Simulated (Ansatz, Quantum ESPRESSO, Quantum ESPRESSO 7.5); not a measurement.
**Ta(110), 5 layers, one monolayer of C on longbridge sites: vacuum level and surface dipole**

Wanted: work functions and the surface dipole of Ta(110), 5 layers, one monolayer of C on longbridge sites at several levels, with their cost.

Method: plane-wave DFT, PBE, GBRV ultrasoft pseudopotentials (geometry and cross-check by Ansatz 0.2.0 with PAW datasets; geometry under PBE), in Quantum ESPRESSO 7.5.

## Step 1: The structure

The cell holds 6 atoms: 5 Ta and 1 C. Its edges and angles: a = 2.867 Å, b = 2.867 Å, c = 28.362 Å, α = 90.0°, β = 90.0°, γ = 70.5°. It derives from Ta. Vacuum lies along c.

Coordinates:

```cif
data_structure
_symmetry_space_group_name_H-M 'P 1'
_symmetry_Int_Tables_number 1
_cell_length_a 2.8665
_cell_length_b 2.8665
_cell_length_c 28.3621
_cell_angle_alpha 90.000
_cell_angle_beta 90.000
_cell_angle_gamma 70.529
_cell_volume 219.72
loop_
_atom_site_label
_atom_site_type_symbol
_atom_site_fract_x
_atom_site_fract_y
_atom_site_fract_z
_atom_site_occupancy
Ta1 Ta 0.00000 0.00000 0.29264 1
Ta2 Ta 0.50000 0.50000 0.37517 1
Ta3 Ta 0.00000 0.00000 0.45769 1
Ta4 Ta 0.50000 0.50000 0.54021 1
Ta5 Ta 0.00000 0.00000 0.62274 1
C6 C 0.50000 0.50000 0.68691 1
```

## Step 2: Relaxation with Ansatz

A relaxation in Ansatz fixes the structure of this slab for the runs on it.

Input file input.yaml:

```yaml
crystal:
  lattice:
    - [2.3405234457, -1.655, 0.0]
    - [2.3405234457, 1.655, 0.0]
    - [0.0, 0.0, 28.3620937829]
  atoms:
    - { symbol: Ta, position: [0.0, 0.0, 0.2926441208] }
    - { symbol: Ta, position: [0.5, 0.5, 0.3751670637] }
    - { symbol: Ta, position: [0.0, 0.0, 0.4576900066] }
    - { symbol: Ta, position: [0.5, 0.5, 0.5402129495] }
    - { symbol: Ta, position: [0.0, 0.0, 0.6227358924] }
    - { symbol: C, position: [0.5, 0.5, 0.6869077441] }
kpoints:
  mp_grid: { grid: [10, 10, 1] }
hamiltonian:
  xc: pbe
scf:
  occupations: { method: fermi_dirac, width: 0.1 }
  convergence: { dr2_threshold: 1.0e-08 }
efield:
  axis: 3
  dipole_correction: true
  ramp_position: 0.97
  ramp_width: 0.04
relax:
  f_tol: 0.01
  constraints: [{ sites: [0, 1, 2] }]
output:
  write_potential: true
  write_density: true
  volumetric_format: npy
```

Started as:

```
> ansatz run input.yaml --threads 4 --pin off --max-ram 8192MiB --backend cpu --events-out ev --progress --plain --runs-dir out
```

Numbers of over 12 decimals in the logs are rounded to 6 here.

The program printed:

```text
Engine: ansatz 0.2.0, x86_64-unknown-linux-gnu
Pseudopotentials: kind: paw
Pseudopotential: Ta, paw, valence charge 13, recommended cutoff 420 eV (normal), Ta.paw.azcp
Pseudopotential: C, paw, valence charge 4, recommended cutoff 420 eV (normal), C.paw.azcp
Functional definition: PBE
  parameter kappa = 0.804
  parameter beta = 0.066725
  exchange = pbe_x(kappa = kappa, mu = beta*pi^2/3)
  correlation = pbe_c(beta = beta)
Crystal: 6 atoms, lattice volume = 219.725 Å³
Basis set: ecut = 420 eV, 4309 PW (Γ), exchange–correlation on 40×40×384 points (8 copies of the dense FFT grid, shifted against one another)
Bands: 42, of which v1, the nominal top of the filled ones, is band 35 counted from 1 (34 counted from 0)
Symmetry: 4 space group operations
Space group: Cmm2 (ITA 35), of the structure as read, at distance tolerance 6.0e-5 Å
k-points: 31 of 100
Non-local potential: Ta, projectors of the file, l = 0: 3, l = 1: 2, l = 2: 2, l = 3: 1
Non-local potential: C, projectors of the file, l = 0: 2, l = 1: 2, l = 2: 1
PAW form: soft (Blöchl's): semilocal exchange-correlation on the pseudo side does not see the compensation charge
PAW one-centre angular grid: Ta, 590 points (default); XC on 64 Gauss nodes
PAW one-centre angular grid: C, 110 points (default); XC on 64 Gauss nodes
Initial density: superposition of atomic densities (neutral atoms: chi_scale 0, normalization atom), corrected by the library's trained network
Initial wavefunctions: pseudopotential atomic-orbital guess
Functional: x = pbe(κ = 0.804, μ = 0.219515), c = pbe(β = 0.066725)
SCF iter   1: F=—  HF=-49907.091361 eV  |F-HF|=—  |Δ(HF+E_count)|=         —  Δρ=1.19e-2  dr2=7.17e0  ethr=1.77e-3  p=-0.121 e·Å  D=-9.94e-2 V/Å  ΔV_dip=2.82 eV  dr2_dipole=4.38e-2  V_vac-E_F(+/−)=7.94/5.12 eV  ⟨swp⟩=8.5  Hψ=6368  notcnv=0
efield: sawtooth ramp at fractional position 0.9700 (set: `efield.ramp_position`, or a place that a band, a saddle search or an elastic batch's reference lends), width 0.0400; the density the first Hamiltonian is built on has a dipole p = -0.121 e·Å; the dipole correction subtracts the counter field D = -9.94e-2 V/Å, which shifts the + side's vacuum level by +2.82 eV against the − side's; the planar-averaged density in the ramp window peaks in size at 1.3e-5 e/Å³
preconditioner: auto → LDOS  [metal: Δε(μ)=0.013 eV  Ē_g=4.360 eV  σ=0.100 eV  W_gap=0.03  n_scr=20 (ndim 8)  ℏωp=13.5 eV  f_vac=0.484  D(μ)=7.50/eV (n_scr^D=50)  β→1.0]
SCF iter   2: F=—  HF=-49906.957219 eV  |F-HF|=—  |Δ(HF+E_count)|=   1.34e-1  Δρ=2.55e-3  dr2=8.43e-2  ethr=1.77e-3  p=-0.099 e·Å  D=-8.17e-2 V/Å  ΔV_dip=2.32 eV  dr2_dipole=2.81e-2  V_vac-E_F(+/−)=7.15/4.84 eV  ⟨swp⟩=2.8  Hψ=1714  notcnv=0  defer=1
SCF iter   3: F=—  HF=-49906.959002 eV  |F-HF|=—  |Δ(HF+E_count)|=   1.78e-3  Δρ=1.46e-3  dr2=2.02e-2  ethr=1.22e-4  p=-0.098 e·Å  D=-8.04e-2 V/Å  ΔV_dip=2.28 eV  dr2_dipole=8.33e-4  V_vac-E_F(+/−)=7.08/4.80 eV  ⟨swp⟩=2.1  Hψ=2064  notcnv=0  defer=2
SCF iter   4: F=—  HF=-49906.957694 eV  |F-HF|=—  |Δ(HF+E_count)|=   1.31e-3  Δρ=3.31e-4  dr2=9.43e-4  ethr=2.92e-5  p=-0.098 e·Å  D=-8.09e-2 V/Å  ΔV_dip=2.29 eV  dr2_dipole=3.29e-4  V_vac-E_F(+/−)=7.09/4.80 eV  ⟨swp⟩=2.1  Hψ=1876  notcnv=0  defer=1
SCF iter   5: F=—  HF=-49906.957654 eV  |F-HF|=—  |Δ(HF+E_count)|=   4.01e-5  Δρ=6.80e-5  dr2=1.58e-5  ethr=1.37e-6  p=-0.098 e·Å  D=-8.07e-2 V/Å  ΔV_dip=2.29 eV  dr2_dipole=4.58e-7  V_vac-E_F(+/−)=7.08/4.79 eV  ⟨swp⟩=2.7  Hψ=1924  notcnv=0  defer=1
SCF iter   6: F=—  HF=-49906.957664 eV  |F-HF|=—  |Δ(HF+E_count)|=   1.03e-5  Δρ=2.25e-5  dr2=9.96e-7  ethr=2.29e-8  p=-0.098 e·Å  D=-8.07e-2 V/Å  ΔV_dip=2.29 eV  dr2_dipole=9.77e-8  V_vac-E_F(+/−)=7.08/4.79 eV  ⟨swp⟩=2.7  Hψ=2318  notcnv=0  defer=1
SCF iter   7: F=—  HF=-49906.957651 eV  |F-HF|=—  |Δ(HF+E_count)|=   1.32e-5  Δρ=6.20e-6  dr2=1.15e-7  ethr=1.44e-9  p=-0.098 e·Å  D=-8.07e-2 V/Å  ΔV_dip=2.29 eV  dr2_dipole=1.14e-8  V_vac-E_F(+/−)=7.08/4.79 eV  ⟨swp⟩=2.6  Hψ=2377  notcnv=0  defer=1
SCF iter   8: F=—  HF=-49906.957651 eV  |F-HF|=—  |Δ(HF+E_count)|=   8.50e-8  Δρ=1.77e-6  dr2=1.35e-8  ethr=1.67e-10  p=-0.098 e·Å  D=-8.07e-2 V/Å  ΔV_dip=2.29 eV  dr2_dipole=7.30e-10  V_vac-E_F(+/−)=7.08/4.79 eV  ⟨swp⟩=2.8  Hψ=2493  notcnv=0  defer=1
SCF iter   9: F=-49906.957651 eV  HF=-49906.957651 eV  |F-HF|=4.85e-9  |Δ(HF+E_count)|=   2.55e-8  Δρ=5.74e-7  dr2=1.70e-9  ethr=1.45e-11  p=-0.098 e·Å  D=-8.07e-2 V/Å  ΔV_dip=2.29 eV  dr2_dipole=1.92e-11  V_vac-E_F(+/−)=7.08/4.79 eV  ⟨swp⟩=11.0  Hψ=9565  notcnv=0
SCF 1 converged in 9 iterations: F = -49906.957651 eV  dr2 = 1.70e-9
  greatest PAW one-centre occupation: 0.999 electrons in one spin orbital (limit 2), on the Ta atom at site 2 (counted from 0), in its partial waves of l = 0
relax step   1: F+E_penalty+E_count = -49906.95765090 eV  Δ(F+E_penalty+E_count) = +0.000e0 eV  max|allowed force component| = 3.389e0 eV/Å  Δτ_max = 0.0000 Å  (9 SCF iters, accepted)
Initial density: handed on by an earlier stage of this run
Initial wavefunctions: those handed on with the density
SCF iter   1: F=—  HF=-49908.648900 eV  |F-HF|=—  |Δ(HF+E_count)|=         —  Δρ=2.54e-2  dr2=9.44e0  ethr=3.10e-3  p=-0.098 e·Å  D=-8.07e-2 V/Å  ΔV_dip=2.29 eV  dr2_dipole=2.10e0  V_vac-E_F(+/−)=7.09/4.81 eV  ⟨swp⟩=6.7  Hψ=3830  notcnv=0
efield: sawtooth ramp at fractional position 0.9700 (set: `efield.ramp_position`, or a place that a band, a saddle search or an elastic batch's reference lends), width 0.0400; the density the first Hamiltonian is built on has a dipole p = -0.098 e·Å; the dipole correction subtracts the counter field D = -8.07e-2 V/Å, which shifts the + side's vacuum level by +2.29 eV against the − side's; the planar-averaged density in the ramp window peaks in size at 6.6e-6 e/Å³
preconditioner: auto → LDOS  [metal: Δε(μ)=0.005 eV  Ē_g=4.517 eV  σ=0.100 eV  W_gap=0.01  n_scr=20 (ndim 8)  ℏωp=13.5 eV  f_vac=0.487  D(μ)=6.43/eV (n_scr^D=20)  β→1.0]
SCF iter   2: F=—  HF=-49908.413038 eV  |F-HF|=—  |Δ(HF+E_count)|=   2.36e-1  Δρ=1.73e-2  dr2=7.81e0  ethr=3.10e-3  p=-0.105 e·Å  D=-8.65e-2 V/Å  ΔV_dip=2.45 eV  dr2_dipole=3.90e0  V_vac-E_F(+/−)=7.19/4.74 eV  ⟨swp⟩=3.5  Hψ=2391  notcnv=0
SCF iter   3: F=—  HF=-49908.231006 eV  |F-HF|=—  |Δ(HF+E_count)|=   1.82e-1  Δρ=4.32e-3  dr2=5.12e-1  ethr=3.10e-3  p=-0.089 e·Å  D=-7.36e-2 V/Å  ΔV_dip=2.09 eV  dr2_dipole=2.37e-1  V_vac-E_F(+/−)=6.90/4.82 eV  ⟨swp⟩=2.4  Hψ=2022  notcnv=0
[...]
SCF iter   8: F=—  HF=-49908.881308 eV  |F-HF|=—  |Δ(HF+E_count)|=   1.22e-5  Δρ=4.79e-6  dr2=7.91e-8  ethr=4.04e-9  p=-0.059 e·Å  D=-4.86e-2 V/Å  ΔV_dip=1.38 eV  dr2_dipole=1.69e-9  V_vac-E_F(+/−)=6.17/4.79 eV  ⟨swp⟩=2.0  Hψ=1688  notcnv=0
SCF iter   9: F=—  HF=-49908.881308 eV  |F-HF|=—  |Δ(HF+E_count)|=   2.43e-8  Δρ=1.05e-6  dr2=2.01e-8  ethr=1.45e-11  p=-0.059 e·Å  D=-4.86e-2 V/Å  ΔV_dip=1.38 eV  dr2_dipole=9.23e-9  V_vac-E_F(+/−)=6.17/4.79 eV  ⟨swp⟩=12.1  Hψ=10674  notcnv=0
SCF iter  10: F=-49908.881308 eV  HF=-49908.881308 eV  |F-HF|=1.11e-9  |Δ(HF+E_count)|=   7.42e-9  Δρ=4.54e-7  dr2=9.28e-10  ethr=1.45e-11  p=-0.059 e·Å  D=-4.86e-2 V/Å  ΔV_dip=1.38 eV  dr2_dipole=9.87e-11  V_vac-E_F(+/−)=6.17/4.79 eV  ⟨swp⟩=10.5  Hψ=9158  notcnv=0
SCF 3 converged in 10 iterations: F = -49908.881308 eV  dr2 = 9.28e-10
  greatest PAW one-centre occupation: 1.000 electrons in one spin orbital (limit 2), on the Ta atom at site 4 (counted from 0), in its partial waves of l = 0
relax step   3: F+E_penalty+E_count = -49908.88130789 eV  Δ(F+E_penalty+E_count) = -6.619e-1 eV  max|allowed force component| = 7.269e-1 eV/Å  Δτ_max = 0.1950 Å  (10 SCF iters, accepted)
[...]
relax step   4: F+E_penalty+E_count = -49908.93902866 eV  Δ(F+E_penalty+E_count) = -5.772e-2 eV  max|allowed force component| = 4.138e-1 eV/Å  Δτ_max = 0.1948 Å  (10 SCF iters, accepted)
[...]
relax step   5: F+E_penalty+E_count = -49908.95357587 eV  Δ(F+E_penalty+E_count) = -1.455e-2 eV  max|allowed force component| = 5.811e-2 eV/Å  Δτ_max = 0.0662 Å  (8 SCF iters, accepted)
[...]
relax step   6: F+E_penalty+E_count = -49908.95365822 eV  Δ(F+E_penalty+E_count) = -8.235e-5 eV  max|allowed force component| = 5.335e-2 eV/Å  Δτ_max = 0.0206 Å  (7 SCF iters, accepted)
SCF iter   1: F=—  HF=-49908.954255 eV  |F-HF|=—  |Δ(HF+E_count)|=         —  Δρ=8.85e-4  dr2=8.43e-3  ethr=1.01e-4  p=-0.055 e·Å  D=-4.51e-2 V/Å  ΔV_dip=1.28 eV  dr2_dipole=4.54e-4  V_vac-E_F(+/−)=6.08/4.80 eV  ⟨swp⟩=1.9  Hψ=1977  notcnv=0
efield: sawtooth ramp at fractional position 0.9700 (set: `efield.ramp_position`, or a place that a band, a saddle search or an elastic batch's reference lends), width 0.0400; the density the first Hamiltonian is built on has a dipole p = -0.055 e·Å; the dipole correction subtracts the counter field D = -4.51e-2 V/Å, which shifts the + side's vacuum level by +1.28 eV against the − side's; the planar-averaged density in the ramp window peaks in size at 2.9e-6 e/Å³
preconditioner: auto → LDOS  [metal: Δε(μ)=0.046 eV  Ē_g=4.709 eV  σ=0.100 eV  W_gap=0.11  n_scr=20 (ndim 8)  ℏωp=13.5 eV  f_vac=0.502  D(μ)=5.58/eV (n_scr^D=18)  β→1.0]
SCF iter   2: F=—  HF=-49908.953949 eV  |F-HF|=—  |Δ(HF+E_count)|=   3.06e-4  Δρ=3.51e-4  dr2=7.97e-4  ethr=1.22e-5  p=-0.055 e·Å  D=-4.50e-2 V/Å  ΔV_dip=1.28 eV  dr2_dipole=1.48e-4  V_vac-E_F(+/−)=6.08/4.80 eV  ⟨swp⟩=2.0  Hψ=1817  notcnv=0
SCF iter   3: F=—  HF=-49908.953957 eV  |F-HF|=—  |Δ(HF+E_count)|=   7.79e-6  Δρ=1.41e-4  dr2=1.65e-4  ethr=1.15e-6  p=-0.054 e·Å  D=-4.48e-2 V/Å  ΔV_dip=1.27 eV  dr2_dipole=2.00e-5  V_vac-E_F(+/−)=6.07/4.80 eV  ⟨swp⟩=2.4  Hψ=1795  notcnv=0
SCF iter   4: F=—  HF=-49908.953943 eV  |F-HF|=—  |Δ(HF+E_count)|=   1.35e-5  Δρ=1.78e-5  dr2=4.50e-6  ethr=2.39e-7  p=-0.054 e·Å  D=-4.48e-2 V/Å  ΔV_dip=1.27 eV  dr2_dipole=5.51e-7  V_vac-E_F(+/−)=6.07/4.80 eV  ⟨swp⟩=2.1  Hψ=1818  notcnv=0
SCF iter   5: F=—  HF=-49908.953909 eV  |F-HF|=—  |Δ(HF+E_count)|=   3.44e-5  Δρ=1.27e-5  dr2=9.63e-7  ethr=6.52e-9  p=-0.054 e·Å  D=-4.48e-2 V/Å  ΔV_dip=1.27 eV  dr2_dipole=6.93e-8  V_vac-E_F(+/−)=6.07/4.80 eV  ⟨swp⟩=2.9  Hψ=2198  notcnv=0
SCF iter   6: F=—  HF=-49908.953909 eV  |F-HF|=—  |Δ(HF+E_count)|=   1.46e-8  Δρ=4.06e-6  dr2=6.69e-8  ethr=1.40e-9  p=-0.054 e·Å  D=-4.48e-2 V/Å  ΔV_dip=1.27 eV  dr2_dipole=2.58e-9  V_vac-E_F(+/−)=6.07/4.80 eV  ⟨swp⟩=2.0  Hψ=1555  notcnv=0
SCF iter   7: F=-49908.953909 eV  HF=-49908.953909 eV  |F-HF|=3.43e-9  |Δ(HF+E_count)|=   2.58e-8  Δρ=8.76e-7  dr2=3.33e-9  ethr=1.45e-11  p=-0.054 e·Å  D=-4.48e-2 V/Å  ΔV_dip=1.27 eV  dr2_dipole=1.45e-11  V_vac-E_F(+/−)=6.07/4.80 eV  ⟨swp⟩=11.9  Hψ=10497  notcnv=0
SCF 7 converged in 7 iterations: F = -49908.953909 eV  dr2 = 3.33e-9
relax step   7: F+E_penalty+E_count = -49908.95390889 eV  Δ(F+E_penalty+E_count) = -2.507e-4 eV  max|allowed force component| = 1.341e-3 eV/Å  Δτ_max = 0.0093 Å  (7 SCF iters, accepted)
NSCF: frozen V_eff on 31 k-points
the band table was solved once a step of the walk had ended and its energy, with any forces and stress, was formed, with the checks that follow a solve (6501 applications of the Hamiltonian). They found nothing against the state; the energy, forces and stress were not computed again (output.eigenvalues in the input reference)
WARN: The output density's exchange-correlation potential varies sharply where the density is thin. Do not read a vacuum level from v_tot or v_xc, or from such a field of the output density. On a cell that repeats whose density bears no net charge and no dipole along the vacuum's axis use v_es (v_loc + v_h of the components); under efield.dipole_correction with no amplitude use v_es + v_field, which holds any externa [...]
SCF converged after 7 iterations
Free energy (F): -49908.953909 eV
Harris-Foulkes:  -49908.953909 eV  (|F-HF|=3.43e-9)
Internal energy: -49908.767830 eV  (E = F + TS)
E sigma→0 (E₀):  -49908.860869 eV
Entropy (-TS):   -0.186079 eV (-31.013 meV/atom)
Fermi energy:    5.006210 eV
Dipole field:    D = -0.044838 V/Å  (p = -0.054445 e·Å, saw-weighted, corrected)
Work function:   Φ+ = 6.0703 eV   Φ− = 4.7987 eV
Levels:          The Fermi level and band energies are counted from a zero that moves with the ramp; work functions are not
--- Per-component energies (eV) ---
  E_band       = -1421.874160
  E_kinetic    = 1912.952831
  E_local      = -87594.663067  (includes V_loc(G=0)·N_el)
  E_nonlocal   = 103.030033
  E_hartree    = 42902.842405
  E_xc         = -1137.646813
  E_vxc        = -1076.022865  (∫ρ·V_xc dr)
  E_paw        = -42082.067073  (= ΣΔE_a)
  E_vpaw       = -571.106007  (= ΣTr[D̂ρ^β])
  E_aug_tail   = 0.000723  (compensation charges beyond the density's cutoff)
  E_efield     = 0.001221  (sawtooth field / dipole correction)
  E_vefield    = -1.743559  (∫n·V_field dr)
  E_ewald      = 35986.781911
  E_smearing   = -0.186079  (= −TS)
  E_closure    = -0.000000  (closes the sum)
  Σ components = -49908.953909   (vs F -49908.953909, Δ=0.00e0)
--- Forces (eV/Å), atoms counted from 1 ---
  atom   1  Ta     0.00000000     0.00000000     0.42863290
  atom   2  Ta     0.00000000     0.00000000    -0.48829216
  atom   3  Ta     0.00000000     0.00000000     0.05767914
  atom   4  Ta     0.00000000     0.00000000     0.00091944
  atom   5  Ta     0.00000000     0.00000000    -0.00030171
  atom   6  C      0.00000000     0.00000000     0.00134106
  max |Σ_I F_I| component: 2.13e-5 eV/Å
--- Band table (eV; the first three rows and the last of 31) ---
  k-point 0: bands = [... 31 lower, 4.6793, 4.7945, 5.2391, 5.4429, 5.5575, 5.8069, 6.0928, 6.1295, ... 3 higher]
  k-point 1: bands = [... 31 lower, 4.5905, 4.7700, 4.9785, 5.3102, 5.4522, 5.7023, 5.7751, 6.2385, ... 3 higher]
  k-point 2: bands = [... 31 lower, 4.3482, 4.5152, 4.7392, 4.8578, 4.9079, 5.6598, 6.4521, 6.8610, ... 3 higher]
  k-point 30: bands = [... 31 lower, 3.8670, 5.1472, 5.1752, 6.3533, 6.9456, 7.0712, 7.1753, 7.9668, ... 3 higher]
--- Relaxed structure (7 steps of the walk, 7 accepted, 0 SCFs on fresh bases) ---
  F+E_penalty+E_count = -49908.95390889 eV   max|allowed force component| = 1.341e-3 eV/Å
  atoms:
    - { symbol: Ta, position: [0.0, 0.0, 0.2926441208] }
    - { symbol: Ta, position: [0.5, 0.5, 0.375167] }
    - { symbol: Ta, position: [0.0, 0.0, 0.4576900066] }
    - { symbol: Ta, position: [0.5, 0.5, 0.538955] }
    - { symbol: Ta, position: [0.0, 0.0, 0.626395] }
    - { symbol: C, position: [0.5, 0.5, 0.663991] }
```

Run time: 36 s. Hardware: 4 threads of Intel Xeon Platinum 8488C (Sapphire Rapids), shared host; peak memory 0.69 GiB; 2.3 min of CPU time.

The steps of the relaxation:

```csv
step,energy less that of the first step (eV),largest force component (eV/Å)
1,0.0000,3.3890
2,-1.2618,3.2633
3,-1.9237,0.7269
4,-1.9814,0.4138
5,-1.9959,0.0581
6,-1.9960,0.0534
7,-1.9963,0.0013
```

Forces are held to the 4 operations that the run works with; a distortion that breaks them can't arise in this run.

The atoms that moved most (Å):

```csv
atom,dx,dy,dz,length
C6,0.000,0.000,-0.650,0.650
Ta5,0.000,0.000,0.104,0.104
Ta4,0.000,0.000,-0.036,0.036
```

The relaxation lowers the energy by 333 meV an atom. Held were the atoms numbered 1, 2 and 3; the forces quoted are those on the free ones.

Read from the output:

```
free energy                     : -49908.9539 eV
energy at zero smearing         : -49908.8609 eV
smearing term TS                : 0.1861 eV
Fermi energy                    : 5.006 eV
symmetry operations             : 4
work function of the upper face : 6.070 eV
work function of the lower face : 4.799 eV
dipole along the normal         : -0.05445 e·Å
```

[end of part 1 of 6]

[Logs are printed without paths, hosts, clocks, repeated set-up lines and the standing remarks that a program may print on its own settings, such as how far it seeks lower states.]

[Hosts, paths, dates, database ids (printed as entryN), source tags and the programs' standing remarks are cut or masked in the printed files.]

[Maps of the electrostatic potential energy from Ansatz leave out the sawtooth potential of an applied field or a dipole correction, so their vacuum need not be flat; planar profiles and work functions include it.]
